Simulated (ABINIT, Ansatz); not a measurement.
# Quasiparticle gap of CaSnF4 (P4/mmm) in ABINIT

Aim: the G0W0 gap of CaSnF4 (P4/mmm) on LDA, step by step.

Main program and level: ABINIT 10.8.3; LDA and many-body steps on it, plane waves.

The raw output is cut from this account; settings, times and results stay.

### Step 1. The starting structure

Symmetry: P4/mmm, No. 123, tetragonal system. Conventional cell: a = 4.005 Å, b = 4.005 Å, c = 5.780 Å, α = 90.00°, β = 90.00°, γ = 90.00°. Nearest to Ca lie 8 F at 2.42 Å. Sn has 8 F at 2.52 Å nearest. Nearest to F lie 2 Ca at 2.42 Å and 2 Sn at 2.52 Å. Farther neighbours, and contacts between anions beyond the nearest, are not listed.

The cell and positions are those that the Materials Project relaxed with its own functionals (PBE, PBE+U or r2SCAN), kept fixed.

### Step 2. Ground state

This step: ABINIT 10.8.3; DFT, LDA, plane waves, norm-conserving pseudopotentials.

The ground-state density comes first.

The input, run.abi:

```
acell 3*1.0 Angstrom
rprim 
  4.004548000000 0.000000000000 0.000000000000
  0.000000000000 4.004548000000 0.000000000000
  0.000000000000 0.000000000000 5.780467000000
ntypat 3
znucl 20 50 9
natom 6
typat 1 2 3 3 3 3
xred 
  0.000000000000 0.000000000000 0.500000000000
  0.500000000000 0.500000000000 0.000000000000
  0.500000000000 0.000000000000 0.265738000000
  0.500000000000 0.000000000000 0.734262000000
  0.000000000000 0.500000000000 0.734262000000
  0.000000000000 0.500000000000 0.265738000000
pp_dirpath "pseudos"
pseudos "Ca.upf, Sn.upf, F.upf"
ecut 38
ngkpt 6 6 4
nshiftk 1
shiftk 0 0 0
kptopt 1
chksymbreak 0
nband 37
occopt 1
tolvrs 1e-10
nstep 60
prtwf 0
optforces 0
optstress 0
indata_prefix "in"
outdata_prefix "out"
tmpdata_prefix "tmp"
```

Started as:

```bash
$ OMP_NUM_THREADS=1 mpirun -n 4 abinit run.abi > log
```

Elapsed: 1.9 min, on 4 MPI ranks of Arm Neoverse V1, shared host; peak memory 0.46 GiB; 7.5 min of CPU time.

Numbers from this step:

- total energy: -9763.4397 eV
- gap: 3.394 eV
- k of the valence top: 0.5, 0, 0.5
- k of the conduction bottom: 0, 0, 0.5
- least direct gap: 3.849 eV

The gap is indirect, with the least direct gap 0.46 eV higher.

### Step 3. Bands along the symmetry lines

Levels along a band path, at the cheap level, show where the edges lie and whether the meshes to come will hold them.

The input, run.abi:

```
acell 3*1.0 Angstrom
rprim 
  4.004548000000 0.000000000000 0.000000000000
  0.000000000000 4.004548000000 0.000000000000
  0.000000000000 0.000000000000 5.780467000000
ntypat 3
znucl 20 50 9
natom 6
typat 1 2 3 3 3 3
xred 
  0.000000000000 0.000000000000 0.500000000000
  0.500000000000 0.500000000000 0.000000000000
  0.500000000000 0.000000000000 0.265738000000
  0.500000000000 0.000000000000 0.734262000000
  0.000000000000 0.500000000000 0.734262000000
  0.000000000000 0.500000000000 0.265738000000
pp_dirpath "pseudos"
pseudos "Ca.upf, Sn.upf, F.upf"
ecut 38
iscf -2
irdden 1
kptopt 0
nkpt 75
kpt 
  0.00000000 0.00000000 0.00000000
  0.00000000 0.06250000 0.00000000
  0.00000000 0.12500000 0.00000000
  0.00000000 0.18750000 0.00000000
  0.00000000 0.25000000 0.00000000
  0.00000000 0.31250000 0.00000000
  0.00000000 0.37500000 0.00000000
  0.00000000 0.43750000 0.00000000
  0.00000000 0.50000000 0.00000000
  0.06250000 0.50000000 0.00000000
  0.12500000 0.50000000 0.00000000
  0.18750000 0.50000000 0.00000000
  0.25000000 0.50000000 0.00000000
  0.31250000 0.50000000 0.00000000
  0.37500000 0.50000000 0.00000000
  0.43750000 0.50000000 0.00000000
  0.50000000 0.50000000 0.00000000
  0.43750000 0.43750000 0.00000000
  0.37500000 0.37500000 0.00000000
  0.31250000 0.31250000 0.00000000
  0.25000000 0.25000000 0.00000000
  0.18750000 0.18750000 0.00000000
  0.12500000 0.12500000 0.00000000
  0.06250000 0.06250000 0.00000000
  0.00000000 0.00000000 0.00000000
  0.00000000 0.00000000 0.06250000
  0.00000000 0.00000000 0.12500000
  0.00000000 0.00000000 0.18750000
  0.00000000 0.00000000 0.25000000
  0.00000000 0.00000000 0.31250000
  0.00000000 0.00000000 0.37500000
  0.00000000 0.00000000 0.43750000
  0.00000000 0.00000000 0.50000000
  0.00000000 0.06250000 0.50000000
  0.00000000 0.12500000 0.50000000
  0.00000000 0.18750000 0.50000000
  0.00000000 0.25000000 0.50000000
  0.00000000 0.31250000 0.50000000
  0.00000000 0.37500000 0.50000000
  0.00000000 0.43750000 0.50000000
  0.00000000 0.50000000 0.50000000
  0.06250000 0.50000000 0.50000000
  0.12500000 0.50000000 0.50000000
  0.18750000 0.50000000 0.50000000
  0.25000000 0.50000000 0.50000000
  0.31250000 0.50000000 0.50000000
  0.37500000 0.50000000 0.50000000
  0.43750000 0.50000000 0.50000000
  0.50000000 0.50000000 0.50000000
  0.43750000 0.43750000 0.50000000
  0.37500000 0.37500000 0.50000000
  0.31250000 0.31250000 0.50000000
  0.25000000 0.25000000 0.50000000
  0.18750000 0.18750000 0.50000000
  0.12500000 0.12500000 0.50000000
  0.06250000 0.06250000 0.50000000
  0.00000000 0.00000000 0.50000000
  0.00000000 0.50000000 0.00000000
  0.00000000 0.50000000 0.06250000
  0.00000000 0.50000000 0.12500000
  0.00000000 0.50000000 0.18750000
  0.00000000 0.50000000 0.25000000
  0.00000000 0.50000000 0.31250000
  0.00000000 0.50000000 0.37500000
  0.00000000 0.50000000 0.43750000
  0.00000000 0.50000000 0.50000000
  0.50000000 0.50000000 0.00000000
  0.50000000 0.50000000 0.06250000
  0.50000000 0.50000000 0.12500000
  0.50000000 0.50000000 0.18750000
  0.50000000 0.50000000 0.25000000
  0.50000000 0.50000000 0.31250000
  0.50000000 0.50000000 0.37500000
  0.50000000 0.50000000 0.43750000
  0.50000000 0.50000000 0.50000000
istwfk *1
nband 37
nbdbuf 2
tolwfr 1e-08
nstep 40
prtwf 0
prtvol 0
indata_prefix "in"
outdata_prefix "out"
tmpdata_prefix "tmp"
```

Elapsed: 2.8 min, on 4 MPI ranks; peak memory 0.59 GiB.

Numbers from this step:

* gap: 3.394 eV
* k of the valence top: 0, 0.5, 0.5
* k of the conduction bottom: 0, 0, 0.5
* least direct gap: 3.849 eV

The gap is 3.394 eV, as in the run before at this level.

Electronic bands along the path, in eV, zero at the top of the highest filled band:

```
    point  band 27  band 28  band 29  band 30  band 31  band 32  band 33  band 34
        Γ    -2.46    -2.46    -2.33    -1.77     4.50     5.89     6.06     6.06
  halfway    -2.67    -2.54    -2.38    -0.87     4.42     5.18     6.21     6.35
        X    -3.04    -2.62    -2.43    -0.26     3.59     5.90     6.37     6.66
  halfway    -2.57    -2.51    -2.47    -0.32     3.96     5.17     6.37     6.47
        M    -2.35    -2.28    -2.25    -0.36     4.47     4.47     6.09     6.19
  halfway    -2.54    -2.43    -2.35    -0.62     4.47     5.15     5.74     6.31
        Γ    -2.46    -2.46    -2.33    -1.77     4.50     5.89     6.06     6.06
  halfway    -2.53    -2.45    -2.45    -1.13     3.89     6.07     6.07     6.11
        Z    -2.63    -2.45    -2.45    -0.69     3.39     6.09     6.09     6.43
  halfway    -2.90    -2.76    -2.67    -0.32     4.35     4.83     6.29     6.61
        R    -3.16    -3.04    -3.01     0.00     4.16     5.46     6.52     6.77
  halfway    -2.68    -2.64    -2.61    -0.01     4.32     5.40     6.04     6.51
        A    -2.35    -2.32    -2.25     0.00     4.62     4.62     6.06     6.94
  halfway    -3.10    -2.44    -2.43    -0.18     4.73     5.11     5.48     6.66
        Z    -2.63    -2.45    -2.45    -0.69     3.39     6.09     6.09     6.43
jump to X    -3.04    -2.62    -2.43    -0.26     3.59     5.90     6.37     6.66
  halfway    -3.08    -2.85    -2.74    -0.12     3.86     5.65     6.44     6.73
        R    -3.16    -3.04    -3.01     0.00     4.16     5.46     6.52     6.77
jump to M    -2.35    -2.28    -2.25    -0.36     4.47     4.47     6.09     6.19
  halfway    -2.35    -2.30    -2.25    -0.18     4.55     4.55     6.08     6.46
        A    -2.35    -2.32    -2.25     0.00     4.62     4.62     6.06     6.94
```

### Step 4. Empty states on the mesh, 2×2×2 mesh, 198 bands

The sums over transitions need many empty states on a uniform mesh; this step solves for them.

The input, run.abi:

```
acell 3*1.0 Angstrom
rprim 
  4.004548000000 0.000000000000 0.000000000000
  0.000000000000 4.004548000000 0.000000000000
  0.000000000000 0.000000000000 5.780467000000
ntypat 3
znucl 20 50 9
natom 6
typat 1 2 3 3 3 3
xred 
  0.000000000000 0.000000000000 0.500000000000
  0.500000000000 0.500000000000 0.000000000000
  0.500000000000 0.000000000000 0.265738000000
  0.500000000000 0.000000000000 0.734262000000
  0.000000000000 0.500000000000 0.734262000000
  0.000000000000 0.500000000000 0.265738000000
pp_dirpath "pseudos"
pseudos "Ca.upf, Sn.upf, F.upf"
ecut 38
ngkpt 2 2 2
nshiftk 1
shiftk 0 0 0
kptopt 1
chksymbreak 0
iscf -2
irdden 1
istwfk *1
nband 198
nbdbuf 18
tolwfr 1e-09
nstep 60
prtvol 0
indata_prefix "in"
outdata_prefix "out"
tmpdata_prefix "tmp"
```

Run time: 2.1 min. Hardware: 4 MPI ranks; peak memory 0.46 GiB; 8.4 min of CPU time.

Numbers from this step:

* gap: 3.394 eV
* k of the valence top: 0.5, 0, 0.5
* k of the conduction bottom: 0, 0, 0.5
* least direct gap: 3.849 eV
* k points computed: 6
* lowest point of the top converged band, above the valence top: 72.9916 eV

On this mesh the gap is 3.394 eV.

### Step 5. Screening, 2×2×2 mesh, 180 bands, screening to 176.9 eV

The RPA dielectric matrix is built and inverted for each q.

This step: RPA screening on LDA, plane waves, norm-conserving pseudopotentials.

Changes to run.abi since step 4:

```diff
@@ -24,10 +24,11 @@
 chksymbreak 0
-iscf -2
-irdden 1
 istwfk *1
-nband 198
-nbdbuf 18
-tolwfr 1e-09
-nstep 60
-prtvol 0
+occopt 1
+irdwfk 1
+optdriver 3
+nband 180
+ecuteps 6.5
+inclvkb 2
+awtr 1
+symchi 1
 indata_prefix "in"
```

The job ended after 88 s (4 MPI ranks; peak memory 1.6 GiB; 5.9 min of CPU time).

This step gave:

* ε∞ with local fields, on this mesh: 3.077
* ε∞ without local fields, on this mesh: 3.610
* plasma frequency: 29.87 eV
* plane waves in the screening matrix: 497

Local fields lower ε∞ by 15 %. On a Γ-centred mesh this coarse the value itself is usually too large, while a short band sum pulls it down.

### Step 6. Self-energy, 2×2×2 mesh, 180 bands, screening to 176.9 eV

The self-energy is evaluated for the states that the input lists, and the quasiparticle equation is solved.

This step: G0W0 on LDA, plane waves, norm-conserving pseudopotentials.

Changes to run.abi since step 5:

```diff
@@ -27,8 +27,21 @@
 irdwfk 1
-optdriver 3
+optdriver 4
 nband 180
+gwcalctyp 0
+ecutsigx 38
+symsigma 1
+nkptgw 4
+kptgw 
+  0.5000000000 0.0000000000 0.5000000000
+  0.0000000000 0.0000000000 0.5000000000
+  0.5000000000 0.0000000000 0.0000000000
+  0.0000000000 0.0000000000 0.0000000000
+bdgw 
+  29 32
+  28 33
+  29 32
+  29 32
 ecuteps 6.5
-inclvkb 2
-awtr 1
-symchi 1
+irdscr 1
+ppmodel 1
 indata_prefix "in"
```

Run time: 70 s. Hardware: 4 MPI ranks; peak memory 1.5 GiB.

This step gave:

```yaml
g0w0_gap_on_the_mesh: 5.525 eV
starting_gap_on_the_mesh: 3.394 eV
k_of_the_valence_top: 0.5, 0, 0.5
k_of_the_conduction_bottom: 0, 0, 0.5
z_at_the_valence_top: 0.812
z_at_the_conduction_bottom: 0.862
least_direct_g0w0_gap_on_the_computed_points: 6.137 eV
```

The gap on the mesh goes from 3.39 eV to 5.53 eV, a correction of +2.13 eV.

Limits: finite bands, cutoff and mesh; no spin-orbit coupling; coarse k mesh. v1 is the top filled band, c1 the lowest empty one. The levels before and after the correction (eV, zero at the valence-band top of each column):

```
           conduction bottom  valence top
Kohn-Sham               3.39         0.00
     G0W0               5.53         0.00
```

```
                     level  energy (eV)
Kohn-Sham   (0.5 0 0.5) v2       -3.007
Kohn-Sham   (0.5 0 0.5) v1        0.000
Kohn-Sham   (0.5 0 0.5) c1        4.157
Kohn-Sham   (0.5 0 0.5) c2        5.457
Kohn-Sham  (0 0 0.5) v3-v2       -2.448
Kohn-Sham     (0 0 0.5) v1       -0.691
Kohn-Sham     (0 0 0.5) c1        3.394
Kohn-Sham  (0 0 0.5) c2-c3        6.086
     G0W0   (0.5 0 0.5) v2       -3.633
     G0W0   (0.5 0 0.5) v1        0.000
     G0W0   (0.5 0 0.5) c1        6.413
     G0W0   (0.5 0 0.5) c2        7.860
     G0W0  (0 0 0.5) v3-v2       -3.001
     G0W0     (0 0 0.5) v1       -0.776
     G0W0     (0 0 0.5) c1        5.525
     G0W0  (0 0 0.5) c2-c3        8.700
```

### Step 7. Where the time went

Times are wall times on 4 MPI ranks of Arm Neoverse V1, shared host, good to a factor of about two.

```
                          step     time  share  memory (GiB)
                  ground state  1.9 min   20 %          0.46
bands along the symmetry lines  2.8 min   29 %          0.59
      empty states on the mesh  2.1 min   22 %          0.46
                     screening     88 s   16 %           1.6
                   self-energy     70 s   12 %           1.5
```

### Step 8. Outcome

| Item | Value |
| --- | --- |
| LDA gap | 3.39 eV, indirect |
| G0W0 gap on the mesh | 5.53 eV |
| GW settings | 2×2×2 mesh, 180 bands, screening to 176.9 eV, Godby-Needs plasmon pole |
| known limits | short of the basis limit; no spin-orbit coupling; coarse k mesh |

In words: G0W0 moves the gap on the mesh from 3.39 eV to 5.53 eV (+2.13 eV), with Z of 0.81 and 0.86 at the edges. Local fields lower the RPA ε∞ on this mesh from 3.61 to 3.08; a Γ-centred mesh this coarse tends to raise both, most where the direct gap is narrow, while a short band sum lowers them. Bands and cutoff are finite, so the gap stands short of the basis limit, usually by up to a few tenths of an eV; the mesh is an error of its own. The 2×2×2 mesh is coarse for this cell, which bears on the long-range parts of exchange and screening. The many-body steps are scalar-relativistic: spin-orbit coupling is not in them.

[Long decimals in the printed logs are rounded to 6 places.]

[Logs are printed without paths, hosts, clocks, repeated set-up lines and the standing remarks that a program may print on its own settings, such as how far it seeks lower states.]

[Paths, hosts, dates, memory and timing lines, banners, echoed tables and standing remarks are left out of the program output; an Ansatz launch command may be rebuilt from the run's recorded settings. Measured values are a selection of at most five: reports struck by readers or far from the other reports are left out. None is set beside runs whose start may be inverted or whose files or cutoffs have a known fault.]

[Runs of the session that timed out or met a known fault of the program may be left out.]

[Hosts, paths, dates, database ids (printed as entryN), source tags and the programs' standing remarks are cut or masked in the printed files.]

[G0W0 gaps are taken among the corrected bands and points alone; a level outside them can change the order at an edge.]

[Where Ansatz stands beside ABINIT at settings called matched, ABINIT's density can come from a denser mesh and the files from another edition; pairs whose starting gaps differed by over 0.03 eV were left out, so agreement reads better than it is.]
